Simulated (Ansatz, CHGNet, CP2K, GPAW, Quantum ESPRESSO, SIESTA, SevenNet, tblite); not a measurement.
# Running generalised stacking fault on (111) (glide set) of a Ge-Sn solid solution (48 atoms) with GPAW

How do the settings of GPAW change the result for generalised stacking fault on (111) (glide set) of a Ge-Sn solid solution (48 atoms)? A plane-wave run serves as the yardstick.

Main program and level: GPAW 26.7.0; the method is named at each step.

## (1) Starting point

The cell holds 48 atoms: 34 Ge and 14 Sn. Its edges and angles: a = 8.334 Å, b = 7.218 Å, c = 20.806 Å, α = 90.0°, β = 80.4°, γ = 90.0°. Diamond-structure Ge lattice (a = 5.8932 Å, the value set for the mixture), cell with z along [111], 2 x 1 x 2 periods; the third cell vector is tilted by 0.833 of 1/2[1-10] and lengthened by 0.1 Å, so the cell holds one fault (glide set); displaced by a Gaussian of 0.01 Å; 14 of 48 Ge sites given to Sn at random (lattice constant by Vegard's rule between Ge and Sn). Then every atom was moved at random, 0.05 Å r.m.s. a Cartesian component. The structure's axis is c.

The yardstick, on the same geometry:

```
method                 : Kohn-Sham DFT, PBE, SSSP efficiency 1.3.0 pseudopotentials, plane waves (Quantum ESPRESSO 7.5); sssp-pbe-1.3.0-efficiency, cutoffs 45/360 Ry, Γ point
r.m.s. force component : 2.277 eV/Å
longest force          : 12.82 eV/Å
pressure               : 10.05 GPa
time                   : 3.1 min on 4 MPI ranks of Arm Neoverse V1, shared host
CPU time               : 12 min
```

## (2) PBE, LCAO dzp, h 0.2 Å

Method: Kohn-Sham DFT, PBE, PAW, atomic orbitals (dzp).

File run.py:

```python
import numpy as np
from ase.io import read
from gpaw import GPAW, FermiDirac

atoms = read("structure.xyz")
atoms.calc = GPAW(
    mode="lcao",
    basis="dzp",
    h=0.2,
    xc="PBE",
    kpts={"size": (1, 1, 1), "gamma": True},
    occupations=FermiDirac(0.05),
    maxiter=200,
    symmetry={"point_group": False},
    txt="gpaw.txt",
)
energy = atoms.get_potential_energy(force_consistent=True)
forces = atoms.get_forces()
print(f"energy {energy:.6f} eV")
print("forces (eV/A)")
for i, (a, f) in enumerate(zip(atoms, forces)):
    print(f"{i:4d} {a.symbol:2s} {f[0]:10.5f} {f[1]:10.5f} {f[2]:10.5f}")
print(f"Fermi level {atoms.calc.get_fermi_level():.4f} eV")
for k in range(len(atoms.calc.get_ibz_k_points())):
    for s in range(atoms.calc.get_number_of_spins()):
        e = atoms.calc.get_eigenvalues(kpt=k, spin=s)
        n = np.searchsorted(e, atoms.calc.get_fermi_level())
        print(f"k {k} spin {s} levels about the Fermi level:", np.round(e[max(n - 6, 0):n], 4).tolist(), "|", np.round(e[n:n + 6], 4).tolist())
```

File structure.xyz:

```xyz
48
Lattice="8.33424 0.00000 0.00000 0.00000 7.21767 0.00000 3.47263 0.00000 20.51464" Properties=species:S:1:pos:R:3 pbc="T T T"
Ge 6.19927 3.60364 0.49338
Sn 6.24284 3.65301 2.97914
Sn 6.34713 6.01023 3.90004
Ge 6.33783 5.96115 6.31912
Sn 1.96446 3.63612 0.43224
Ge 2.18287 3.61728 2.98734
Ge 2.03670 5.97363 3.73777
Ge 2.12696 6.14931 6.41267
Ge 4.15704 0.04143 0.37275
Ge 4.07658 7.14275 3.05730
Sn 4.17603 2.38125 3.84814
Ge 4.25137 2.34372 6.34682
Sn 4.02428 4.79087 7.22279
Sn 4.17425 4.81281 9.75758
Ge 6.18839 1.26107 7.25008
Ge 6.22925 1.23336 9.74445
Ge 6.22120 3.57340 10.64812
Ge 6.28374 3.63114 13.23215
Ge 6.23032 6.11712 14.10956
Ge 6.18237 5.88767 16.64496
Ge 8.34686 0.02634 0.45563
Sn 8.36129 7.14427 2.95288
Ge 8.33545 2.41409 3.81100
Ge 8.40191 2.44672 6.36405
Ge 8.34014 4.76034 7.25316
Ge 8.33661 4.81613 9.74917
Sn 2.06796 1.16277 7.15715
Ge 2.08284 1.11838 9.75553
Ge 2.10835 3.61786 10.54678
Ge 10.37776 3.61194 13.13511
Ge 10.42225 5.98626 14.04391
Ge 10.37091 6.04451 16.62773
Ge 4.16698 7.16960 10.61612
Ge 4.19303 0.03789 13.16137
Ge 4.18402 2.45827 14.11202
Ge 4.15737 2.46779 16.58814
Ge 4.15156 4.83569 17.38739
Ge 4.09808 4.90758 20.00485
Sn 6.28484 1.18254 17.38226
Sn 6.18497 1.17511 19.95951
Sn 8.36043 7.20295 10.63233
Sn 8.36761 7.13618 13.20691
Sn 8.33929 2.43705 14.01150
Ge 8.34428 2.40110 16.50813
Sn 8.30051 4.79701 17.33323
Ge 8.29591 4.81707 20.00362
Ge 10.36022 1.28662 17.51478
Ge 10.39961 1.23090 19.91089
```

Command:

```console
$ OMP_NUM_THREADS=1 python run.py > output.txt
```

Numbers of over 12 decimals in the logs are rounded to 6 here.

Log:

```text
energy -170.264469 eV
forces (eV/A)
   0 Ge    4.65174   -3.62180    0.94483
   1 Sn    1.37384   -1.19336   -0.89061
   2 Sn   -3.22806    0.82977    0.28512
   3 Ge   -0.16776    0.85521    2.53317
   4 Sn    7.78584   -6.05429    4.70892
   5 Ge   -1.78595    0.63297    0.02945
   6 Ge    1.30541   -1.08045    1.65682
   7 Ge   -1.89824   -2.72939   -2.32138
   8 Ge    9.49549   -7.19627    6.21701
   9 Ge    0.57108   -0.18042   -1.44920
  10 Sn   -0.85679   -1.40250    0.25769
  11 Ge   -0.27344    0.41780    0.66147
  12 Sn    1.52147   -0.51521   -1.93776
  13 Sn    0.67646   -0.05476    1.47647
  14 Ge    1.34338   -1.02565    0.05546
  15 Ge   -0.43872    0.07272   -0.18607
  16 Ge    1.13258   -0.24172    0.72211
  17 Ge   -1.52686    1.07523   -0.78531
  18 Ge   -1.02853   -1.21928    0.49359
  19 Ge   -0.59533    0.84842   -1.29738
  20 Ge    3.68647   -2.78043    0.58536
  21 Sn    1.37365    2.37296   -0.93126
  22 Ge    1.14685    0.04758    0.75052
  23 Ge   -1.57819    0.41503   -0.77902
[...]
40 Sn   -1.11776    0.01938   -1.31338
  41 Sn   -0.24235   -0.43206    0.82117
  42 Sn    0.05543    0.29216    0.17851
  43 Ge    0.99186   -0.43964    0.76656
  44 Sn    0.19011   -0.48365    1.26112
  45 Ge   -4.60131    3.75203   -2.39187
  46 Ge    0.50185   -0.32870   -0.94847
  47 Ge   -4.31743    2.80946   -1.22802
Fermi level 5.7661 eV
k 0 spin 0 levels about the Fermi level: [5.1907, 5.3534, 5.4451, 5.5785, 5.64, 5.751] | [5.8072, 5.8366, 5.9676, 6.0445, 6.0984, 6.3243]
```

gpaw.txt:

```text
Input parameters:
  mode=LCAO(),
  basis={'default': 'dzp'},
  h=0.2,
  kpts=MonkhorstPack(size=(1, 1, 1), gamma=True),
  maxiter=200,
  occupations=Occupations(name='fermi-dirac', width=0.05, fixmagmom=False),
  symmetry=Symmetry(point_group=False),
  xc=XC(name='PBE')
Unit cell  # Å
| periodic |        x |        y |         z |   lengths |    angles |
|----------|----------|----------|-----------|-----------|-----------|
|      yes | 8.334240 | 0.000000 |  0.000000 |  8.334240 | 90.000000 |
|      yes | 0.000000 | 7.217670 |  0.000000 |  7.217670 | 80.392293 |
|      yes | 3.472630 | 0.000000 | 20.514640 | 20.806480 | 90.000000 |
Number of symmetries: 1
Symmetry operations  # r_c * U_cc + t_c -> r_c
|   | kind |            matrix            |
|---|------|------------------------------|
| 0 |  E   |  1, 0, 0,  0, 1, 0,  0, 0, 1 |
BZ-sampling:
  Number of BZ points: 1
  Number of IBZ points: 1
  Monkhorst-Pack size: [1, 1, 1]
  Monkhorst-Pack shift: [0, 0, 0]
[... lines left out ...]
  Fermi-Dirac:
[... lines left out ...]
    Stencil: 8*3+1=25 point O(h^6) finite-difference Laplacian
xc functional:
  name: PBE with 2 nearest neighbor stencil
interpolation: tri-quintic # 5. degree polynomial
Initialization done in: 8.295 s
convergence criteria:
- Maximum [total energy] change in last 3 cyles: 0.0005 eV / valence electron
- Maximum integral of absolute [dens]ity change: 0.0001 electrons / valence electron
- Maximum integral of absolute [eigenst]ate change: 4e-08 eV^2 / valence electron
maximum number of iterations: 200
SCF iterations
|iter     |      energy | eigst |  dens |
|---------|-------------|-------|-------|
|iter:   1| -171.250574 |      c|       |
|iter:   2| -171.025463 |      c| -1.22 |
|iter:   3| -181.097922 |      c| -1.25 |
|iter:   4| -215.122389 |      c| -1.17 |
[...]
|iter:   8| -170.244688 |      c| -1.63 |
|iter:   9| -170.213677 |      c| -1.94 |
|iter:  10| -170.196912c|      c| -2.24 |
|iter:  11| -170.156049c|      c| -2.32 |
|iter:  12| -170.154271c|      c| -2.69 |
[...]
|iter:  17| -170.150085c|      c| -3.45 |
|iter:  18| -170.149299c|      c| -3.42 |
|iter:  19| -170.149262c|      c| -4.23c|
Converged in 19 steps
SCF loop duration: 168.783 s (8.883 s/step)
Energy contributions relative to reference atoms: (reference = -4293469.393285)
Energy contributions:
  Kinetic:         819.580672
  Coulomb:        -712.814589
  Zero:              0.937813
  External:          0.000000
  Xc:             -277.737951
  Entropy:          -0.230415
  Spinorbit:         0.000000
  ----------------------------
  Free energy:    -170.264469
  Extrapolated:   -170.149262
dipole moment: (48.492995, 42.928580, -26.487963)  # |e|*Ang
Fermi level: 5.766
Eigenvalues  # (at kpt = [0.000, 0.000, 0.000])
| band index |      eig [eV] | occ [0-2] |
|------------|---------------|-----------|
|          0 |       -16.837 |     2.000 |
|        ... |               |           |
|        158 |         5.073 |     2.000 |
|        159 |         5.144 |     2.000 |
[...]
|        173 |         6.579 |     0.000 |
|        ... |               |           |
|        203 |         9.245 |     0.000 |
Gap: 0.056 eV
Transition (v -> c):
  (s=0, k=0, n=165, [0.00, 0.00, 0.00]) -> (s=0, k=0, n=166, [0.00, 0.00, 0.00])
No difference between direct/indirect transitions
Force computation time: 20.241  # s
timing:  # [seconds]
  Total:  197.351  # ━━━━━━━━━━━━━━━━━━━━━━━━━━━━━━━━━━━━━━━━━━━━━━━━━━━━━━━━
  Init:     8.294  # ━━╸
  SCF:    168.783  # ━━━━━━━━━━━━━━━━━━━━━━━━━━━━━━━━━━━━━━━━━━━━━━━━
  Forces:  20.241  # ━━━━━╸
```

Run time: 3.3 min. Hardware: 1 thread of Arm Neoverse V1, shared host; peak memory 1.2 GiB.

Banners, paths, timers and routine set-up lines are dropped from the logs unmarked, and long logs keep their key lines alone; longer cuts are marked.

Numbers from this run, and their distance from the reference:

* r.m.s. force component: 2.406 eV/Å
* r.m.s. difference of force components: 142.1 meV/Å
* longest difference of force vectors: 621.7 meV/Å
* force difference over r.m.s. force: 6.24 %
* slope of forces against the reference's: 1.056
* correlation of force components: 0.9997

Length of the force difference by element (eV/Å):

```
element  atoms  mean  most
     Ge     34  0.17  0.62
     Sn     14  0.15  0.62
```

A closer look about Ge9, which bears the longest force: 9 atoms, nearest first, numbered in the order of the input, with positions taken from that point.

```
atom      x      y      z  distance (Å)  bonds     Fx     Fy  Fz (eV/Å)
 Ge9   0.00   0.00   0.00          0.00      3   9.50  -7.20       6.22
Sn40  -1.44   1.13  -0.93          2.06      3  -8.78   5.80      -3.33
Ge46   0.67  -2.44  -0.88          2.68      3  -4.60   3.75      -2.39
Ge10  -0.08  -0.12   2.68          2.69      4   0.57  -0.18      -1.45
Ge48   2.77   1.19  -0.98          3.17      3  -4.32   2.81      -1.23
Sn39  -1.34   1.14  -3.51          3.92      4  -0.53  -0.29      -1.52
 Ge1   2.04   3.56   0.12          4.11      3   4.65  -3.62       0.94
Ge21  -4.14  -0.02   0.08          4.15      3   3.69  -2.78       0.59
 Ge7  -2.12  -1.29   3.37          4.18      4   1.31  -1.08       1.66
```

Atoms are counted from 1 here, from 0 in the log.

Forces lie 6.2 % from the reference's, at 0.27 times its CPU time (on 1 against 4 cores).

## (3) PBE, plane waves 450 eV

Method: Kohn-Sham DFT, PBE, PAW, plane waves.

run.py: that of step 2 with these lines changed.

```diff
@@ -2,3 +2,4 @@
 from ase.io import read
-from gpaw import GPAW, FermiDirac
+from gpaw import GPAW, FermiDirac, PW
+from ase.parallel import parprint as print
 
@@ -6,5 +7,3 @@
 atoms.calc = GPAW(
-    mode="lcao",
-    basis="dzp",
-    h=0.2,
+    mode=PW(450),
     xc="PBE",
@@ -14,2 +13,3 @@
     symmetry={"point_group": False},
+    nbands=396,
     txt="gpaw.txt",
@@ -22,2 +22,6 @@
     print(f"{i:4d} {a.symbol:2s} {f[0]:10.5f} {f[1]:10.5f} {f[2]:10.5f}")
+stress = -atoms.get_stress(voigt=False) * 160.21766
+print("stress (GPa, compression positive)")
+for row in stress:
+    print(" ".join(f"{x:10.4f}" for x in row))
 print(f"Fermi level {atoms.calc.get_fermi_level():.4f} eV")
```

structure.xyz is that of step 2.

Command:

```console
$ OMP_NUM_THREADS=1 mpirun -np 2 gpaw python run.py > output.txt
```

Log:

```text
energy -180.227993 eV
forces (eV/A)
   0 Ge    4.39038   -3.45000    0.89198
   1 Sn    1.32508   -1.13134   -0.86245
   2 Sn   -3.09628    0.77380    0.29295
   3 Ge   -0.13082    0.84174    2.42139
   4 Sn    7.33491   -5.69844    4.48620
   5 Ge   -1.70879    0.62947    0.05596
[...]
45 Ge   -4.32278    3.59388   -2.24893
  46 Ge    0.48724   -0.30610   -0.88992
  47 Ge   -4.06313    2.67502   -1.21716
stress (GPa, compression positive)
   17.6198    -4.0211     2.8242
   -4.0211     4.0716    -3.3776
    2.8242    -3.3776     7.0324
Fermi level 5.7504 eV
k 0 spin 0 levels about the Fermi level: [5.1903, 5.3469, 5.4405, 5.5398, 5.6378, 5.734] | [5.7922, 5.8223, 5.9285, 6.0067, 6.0567, 6.2865]
```

gpaw.txt:

```text
Input parameters:
  mode=PW(ecut=450.000000),
  kpts=MonkhorstPack(size=(1, 1, 1), gamma=True),
  maxiter=200,
  nbands=396,
  occupations=Occupations(name='fermi-dirac', width=0.05, fixmagmom=False),
[... lines left out ...]
  Converge bands: occupied
[... lines left out ...]
  Fermi-Dirac:
[... lines left out ...]
convergence criteria:
- Maximum [total energy] change in last 3 cyles: 0.0005 eV / valence electron
[... lines left out ...]
Converged in 20 steps
[... lines left out ...]
  Free energy:    -180.227993
[... lines left out ...]
Fermi level: 5.750
[... lines left out ...]
|        ... |               |           |
[...]
Gap: 0.058 eV
Transition (v -> c):
  (s=0, k=0, n=165, [0.00, 0.00, 0.00]) -> (s=0, k=0, n=166, [0.00, 0.00, 0.00])
No difference between direct/indirect transitions
Force computation time: 3.660  # s
Stress tensor  # eV/Ang^3
|         x |         y |         z |
|-----------|-----------|-----------|
[...]
|  0.025098 | -0.025413 |  0.021082 |
| -0.017627 |  0.021082 | -0.043893 |
Stress computation time: 15.697  # s
```

It took 3.8 min on 2 MPI ranks; peak memory 1.2 GiB.

Compared with the plane-wave run:

| Item | Value |
| --- | --- |
| r.m.s. force component | 2.283 eV/Å |
| r.m.s. difference of force components | 44.71 meV/Å |
| longest difference of force vectors | 255.7 meV/Å |
| force difference over r.m.s. force | 1.964 % |
| slope of forces against the reference's | 1.002 |
| correlation of force components | 0.9998 |
| pressure | 9.575 GPa |
| pressure difference | -0.4721 GPa |

Against the first run (6.2 %), the force difference from the reference is 2.0 %, at 2.3 times the CPU time (on 2 against 1 cores).

The run ends at a pressure of 9.57 GPa, with forces up to 13 eV/Å.

## (4) PBE, LCAO dzp, h 0.2 Å, other mixer settings

Method: Kohn-Sham DFT, PBE, PAW, atomic orbitals (dzp).

run.py: that of step 3 with these lines changed.

```diff
@@ -2,4 +2,3 @@
 from ase.io import read
-from gpaw import GPAW, FermiDirac, PW
-from ase.parallel import parprint as print
+from gpaw import GPAW, FermiDirac, Mixer
 
@@ -7,3 +6,5 @@
 atoms.calc = GPAW(
-    mode=PW(450),
+    mode="lcao",
+    basis="dzp",
+    h=0.2,
     xc="PBE",
@@ -11,5 +12,5 @@
     occupations=FermiDirac(0.05),
+    mixer=Mixer(0.03, 7, 100),
     maxiter=200,
     symmetry={"point_group": False},
-    nbands=396,
     txt="gpaw.txt",
@@ -22,6 +23,2 @@
     print(f"{i:4d} {a.symbol:2s} {f[0]:10.5f} {f[1]:10.5f} {f[2]:10.5f}")
-stress = -atoms.get_stress(voigt=False) * 160.21766
-print("stress (GPa, compression positive)")
-for row in stress:
-    print(" ".join(f"{x:10.4f}" for x in row))
 print(f"Fermi level {atoms.calc.get_fermi_level():.4f} eV")
```

structure.xyz is that of step 3.

Command:

```console
$ OMP_NUM_THREADS=1 python run.py > output.txt
```

Log:

```text
energy -170.264470 eV
forces (eV/A)
   0 Ge    4.64431   -3.62397    0.94254
   1 Sn    1.37443   -1.19735   -0.88792
   2 Sn   -3.22868    0.83419    0.29210
   3 Ge   -0.16608    0.85455    2.53498
   4 Sn    7.77740   -6.05214    4.71428
   5 Ge   -1.79270    0.63370    0.04062
   6 Ge    1.31074   -1.08059    1.65958
   7 Ge   -1.89970   -2.73121   -2.32448
   8 Ge    9.49190   -7.19919    6.21801
   9 Ge    0.56358   -0.18489   -1.44666
  10 Sn   -0.86320   -1.40355    0.26552
  11 Ge   -0.27044    0.41359    0.66367
[...]
43 Ge    0.99588   -0.44502    0.76783
  44 Sn    0.19102   -0.48745    1.25336
  45 Ge   -4.59490    3.75692   -2.38898
  46 Ge    0.50275   -0.32885   -0.95809
  47 Ge   -4.30992    2.81178   -1.22644
Fermi level 5.7661 eV
k 0 spin 0 levels about the Fermi level: [5.1908, 5.3535, 5.4452, 5.5784, 5.6401, 5.7509] | [5.8073, 5.8367, 5.9676, 6.0445, 6.0984, 6.3242]
```

gpaw.txt:

```text
Input parameters:
  mode=LCAO(),
  basis={'default': 'dzp'},
  h=0.2,
  kpts=MonkhorstPack(size=(1, 1, 1), gamma=True),
  maxiter=200,
  mixer=Pulay(name='pulay', nmaxold=7, beta=0.03, weight=100, sigma=0.015, g_ss=None),
  occupations=Occupations(name='fermi-dirac', width=0.05, fixmagmom=False),
[... lines left out ...]
  Fermi-Dirac:
[... lines left out ...]
convergence criteria:
- Maximum [total energy] change in last 3 cyles: 0.0005 eV / valence electron
[... lines left out ...]
Converged in 21 steps
[... lines left out ...]
  Free energy:    -170.264470
[... lines left out ...]
Fermi level: 5.766
[... lines left out ...]
|          0 |       -16.836 |     2.000 |
|        ... |               |           |
|        158 |         5.073 |     2.000 |
|        159 |         5.144 |     2.000 |
[...]
|        173 |         6.579 |     0.000 |
|        ... |               |           |
|        203 |         9.245 |     0.000 |
Gap: 0.056 eV
Transition (v -> c):
  (s=0, k=0, n=165, [0.00, 0.00, 0.00]) -> (s=0, k=0, n=166, [0.00, 0.00, 0.00])
No difference between direct/indirect transitions
Force computation time: 19.705  # s
timing:  # [seconds]
  Total:  215.189  # ━━━━━━━━━━━━━━━━━━━━━━━━━━━━━━━━━━━━━━━━━━━━━━━━━━━━━━━━
  Init:     8.370  # ━━
  SCF:    187.083  # ━━━━━━━━━━━━━━━━━━━━━━━━━━━━━━━━━━━━━━━━━━━━━━━━╸
  Forces:  19.705  # ━━━━━
```

Run time: 3.6 min. Hardware: 1 thread; peak memory 1.1 GiB.

Against the reference:

| Property | Result |
| --- | --- |
| r.m.s. force component | 2.405 eV/Å |
| r.m.s. difference of force components | 141.1 meV/Å |
| longest difference of force vectors | 616.7 meV/Å |
| force difference over r.m.s. force | 6.198 % |
| slope of forces against the reference's | 1.056 |
| correlation of force components | 0.9997 |
| energy less the same-level run's | 0 meV/atom |
| r.m.s. force difference from the same-level run | 4.131 meV/Å |

Against the first run (6.2 %), the force difference from the reference is 6.2 %, at 1.1 times the CPU time: another solver or mixer reaches the same state.

(Part 1 of 2 ends here.)

[Also dropped from logs without a mark: logging warnings of Python, and SIESTA's first energy breakdown and zero terms.]

[Logs are printed without paths, hosts, clocks, repeated set-up lines and the standing remarks that a program may print on its own settings, such as how far it seeks lower states.]

[Hosts, paths, dates, database ids (printed as entryN), source tags and the programs' standing remarks are cut or masked in the printed files.]
